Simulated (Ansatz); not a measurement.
The crystal is TiO2 (I4/m).

Symmetry: I4/m, No. 87, tetragonal system. Conventional cell: a = 8.702 Å, b = 8.702 Å, c = 3.775 Å, α = 90.00°, β = 90.00°, γ = 90.00°. Nearest to Ti lie 6 O at 1.80 to 2.26 Å. Nearest to O lie 4 Ti at 1.95 to 2.26 Å. Nearest to O lie 2 Ti at 1.80 to 1.81 Å. Farther neighbours and most contacts between anions are not listed.

```xyz
12
Lattice="-4.3508 4.3508 1.8876 4.3508 -4.3508 1.8876 4.3508 4.3508 -1.8876" Properties=species:S:1:pos:R:3 pbc="T T T"
Ti    0.0248    2.5433    0.0000
Ti    6.1582    0.0248    0.0000
Ti   -1.8075    4.3259    1.8876
Ti    4.3259    1.8075    1.8876
O     1.3121    4.3409    0.0000
O     2.9620   -2.9441    1.8876
O     4.3606    1.3121    0.0000
O     1.4067    1.3888    0.0000
O     2.9441    2.9620    1.8876
O    -0.0099    3.0387    1.8876
O     1.3888    7.2948    0.0000
O     3.0387    0.0099    1.8876
```

The cell and positions are those that the Materials Project relaxed with its own functionals (PBE, PBE+U or r2SCAN), kept fixed. This is not the form that TiO2 usually takes at ambient conditions. At the settings of the band run the largest force is still 0.18 eV/Å.

Gaps computed with Ansatz 0.2.0 without a self-energy: LDA 1.53 eV, HSE06 3.02 eV and PBE0 3.77 eV. The mean ε∞ by LDA perturbation theory is 6.22.

Question: What gap should G0W0 on LDA give (4×4×4 mesh, 783 empty bands, screening to 180 eV, PAW set soft_1 files)?

About 3.26 eV: on its mesh the run moves the gap from 1.53 eV by +1.73 eV. Among the scalar-relativistic levels given, HSE06 is nearest (−0.24 eV). One-shot corrections scale roughly with one over ε∞, here 0.16. Bands and cutoff are finite, so the gap is not at the basis limit. The miss can reach some tenths of an eV and take either sign; the mesh is an error of its own.

[Paths, hosts, dates, memory and timing lines, banners, echoed tables and standing remarks are left out of the program output.]

[Logs are printed without paths, hosts, clocks, repeated set-up lines and the standing remarks that a program may print on its own settings, such as how far it seeks lower states.]

[Runs of the session that timed out or met a known fault of the program may be left out.]

[Cells called generated may have been cut or substituted from an entry of the Crystallography Open Database or the Materials Project.]

[Hosts, paths, dates, database ids (printed as entryN), source tags and the programs' standing remarks are cut or masked in the printed files.]
